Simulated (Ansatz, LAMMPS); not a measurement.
# Charge trapping in glassy 73GeO2-27Al2O3 (mol %) (117 atoms): runs compared

Aim: add and remove one electron in glassy 73GeO2-27Al2O3 (mol %) (117 atoms), with atoms held and relaxed, and read trapping energy and localisation.

Computed with Ansatz 0.2.0: Kohn-Sham DFT, PBE, PAW (set soft_1), plane waves.

**1. The cell as built**

The cell holds 117 atoms: 24 Ge, 18 Al and 75 O. Cell: a = 11.752 Å, b = 11.752 Å, c = 11.752 Å, α = 90.0°, β = 90.0°, γ = 90.0°. 117 atoms (24 Ge, 18 Al, 75 O) placed at random at 3.46 g/cm³, melted at 4000 K for 10 ps at fixed volume with the Morse and Coulomb pair potential with partial charges (Pedone, Malavasi, Menziani, Cormack and Segre, J. Phys. Chem. B 110, 11780 (2006)). Quenched from 4000 K to 300 K at 10 K/ps and fixed volume, held 10 ps at zero pressure.

What the set-up can't give: The quench rate of 10 K/ps is orders of magnitude faster than experiment, which tends to freeze in extra defects. The starting topology of bonds comes from the classical model, and needn't be the one that DFT or experiment would give. The Brillouin zone is sampled at Γ only, in a cell whose shortest periodic width is 12 Å.

**2. The reference run**

The reference is a single point at the end of the relaxation.

The charged cells start from the geometry of this run, on a uniform background, with spin and a narrow Fermi–Dirac smearing.

Its input, with most atom lines left out:

```yaml
crystal:
  lattice:
    - [11.75225, 0.0, 0.0]
    - [0.0, 11.75225, 0.0]
    - [0.0, 0.0, 11.75225]
  atoms:
    - { symbol: Ge, position: [0.37244, 0.37026, 0.5128] }
    - { symbol: Ge, position: [0.0434, 0.27265, 0.3458] }
    - { symbol: Ge, position: [0.32036, 0.92223, 0.74928] }
    - { symbol: Ge, position: [0.32686, 0.20258, 0.73769] }
    - { symbol: Ge, position: [0.56235, 0.66005, 0.7114] }
    - { symbol: Ge, position: [0.26824, 0.81218, 0.51239] }
    - { symbol: Ge, position: [0.67605, 0.91133, 0.70957] }
    [... atom lines 8 to 117 left out ...]
kpoints:
  mp_grid: { grid: [1, 1, 1] }
hamiltonian:
  xc: pbe
  pseudopotentials: { kind: paw, azcp: { folder: soft_1 } }
scf:
  occupations: { method: fixed }
output:
  forces: true
  stress: true
  populations: true
  dos:
    method: { smearing: { sigma: 0.08 } }
    de: 0.1
    projected: { site_lists: { Al: [Al], Ge: [Ge], O: [O] } }
  eigenvalues: true
  write_density: true
  write_potential: true
  volumetric_format: npy
  elf: true
```

- free energy per atom: -1327.8666 eV/atom
- r.m.s. force component: 0.00773 eV/Å
- pressure: 0.6708 GPa

Filled and empty levels are parted by 2.27 eV (at Γ alone); a semilocal functional tends to put such gaps too low. In a disordered cell it changes from sample to sample, and tail or defect levels can set it.

**3. The runs**

Each row is one run, on 4 threads of Arm Neoverse V1, shared host. The free energy is the program's total, comparable only between runs with the same functional, potentials and atoms; between charge states it hangs on the program's zero of potential.

```csv
run,atoms,outcome,"ionic steps, all passes",free energy (eV),time,host memory (GiB)
Single point at the start,117,converged,-,-155348.362,34 s,2.3
Relaxation,117,converged,12,-155360.395,4.9 min,2.3
Single point at the relaxed geometry,117,converged,-,-155360.395,59 s,2.5
"An extra electron, atoms held",117,converged,-,-155354.347,3.4 min,4.2
"An extra electron, atoms relaxed",117,converged,3,-155354.379,4.8 min,4.2
"An extra electron, levels at the relaxed geometry",117,converged,-,-155354.379,2.5 min,4.2
Neutral at the geometry of the electron,117,converged,-,-155360.364,55 s,2.5
"An extra hole, atoms held",117,converged,-,-155363.928,4 min,4.2
"An extra hole, atoms relaxed",117,converged,4,-155364.035,7.8 min,4.2
"An extra hole, levels at the relaxed geometry",117,converged,-,-155364.035,3.1 min,4.2
Neutral at the geometry of the hole,117,converged,-,-155360.262,54 s,2.5
```

In some runs the program notes that starting moments were not kept.

Local excerpt of 8 atoms (numbers count through the whole input) about O62, which holds the most spin of the extra hole after relaxation; x, y, z are measured from there.

| atom | x | y | z | distance (Å) | Löwdin charge (e) | moment (μB) |
| --- | --- | --- | --- | --- | --- | --- |
| O62 | 0.00 | 0.00 | 0.00 | 0.00 | -0.79 | 0.14 |
| Al33 | -1.67 | 0.19 | -0.48 | 1.75 | 1.37 | 0.00 |
| Al27 | 1.29 | -0.94 | -0.76 | 1.77 | 1.37 | 0.00 |
| O93 | 0.41 | -1.84 | -1.97 | 2.73 | -0.86 | 0.03 |
| O82 | 2.02 | 0.31 | -1.86 | 2.76 | -0.75 | 0.02 |
| O103 | -2.40 | -1.33 | 0.49 | 2.78 | -0.68 | 0.00 |
| O83 | -0.34 | -1.64 | 2.38 | 2.91 | -0.64 | 0.01 |
| O48 | -1.91 | -0.20 | -2.21 | 2.93 | -0.85 | 0.00 |

**4. Energies and spread of the extra charge**

Energies are differences within one cell and functional; the shift is the gain plus the neutral cell's energy at the new geometry, that is how much cheaper the vertical process becomes there. The spread is the participation number of the site moments (1/Σw², over the spin inside atomic spheres), with the atom that holds the largest share and the spin that the spheres hold in all.

```csv
carrier,"charged less neutral, atoms held (eV)",gain on relaxing (eV),"neutral cell at that geometry, less the reference (eV)",shift of the vertical energy (eV),"spread, atoms held","spread, relaxed"
electron,6.048,0.032,0.031,0.062,-,72; O59 3 % of 0.13 μB
hole,-3.533,0.106,0.133,0.239,19; O62 12 % of 0.81 μB,12; O62 17 % of 0.82 μB
```

**5. Findings**

The extra electron gains 0.032 eV as the atoms relax: it stays spread out at this level. The cell with the electron keeps a moment of only 0.32 μB where one unpaired electron should give 1 μB: the carrier is shared between both spins, which can hide trapping. The extra hole gains 0.11 eV as the atoms relax, and its spin goes from about 19 to 12 atoms: a partial localisation as the atoms move, with the largest share on O62. The hole is shared among 2 partly filled levels, as near-degenerate levels under the smearing give, and as self-interaction favours. Adding the two vertical energies gives 2.51 eV, against a gap of 2.27 eV in the neutral cell. The zero of the potential cancels in this sum; the excess isn't taken apart here: charging of a small cell, filling of bands on a coarse mesh and the attraction to the background can all enter.

**Limits.** Single energies of charged cells hang on the program's zero of potential. In the spin-polarised runs the search for a state of lower energy was switched off. No distortion was seeded, so a trapped state behind a barrier can't be found. Local and semilocal functionals favour spread-out charges, so trapping can be missed. Charged cells carry a uniform background, with no correction for images.

The DFT runs together took 34 min of wall time.

[Logs are printed without paths, hosts, clocks, repeated set-up lines and the standing remarks that a program may print on its own settings, such as how far it seeks lower states.]

[Hosts, paths, dates, database ids (printed as entryN), source tags and the programs' standing remarks are cut or masked in the printed files.]
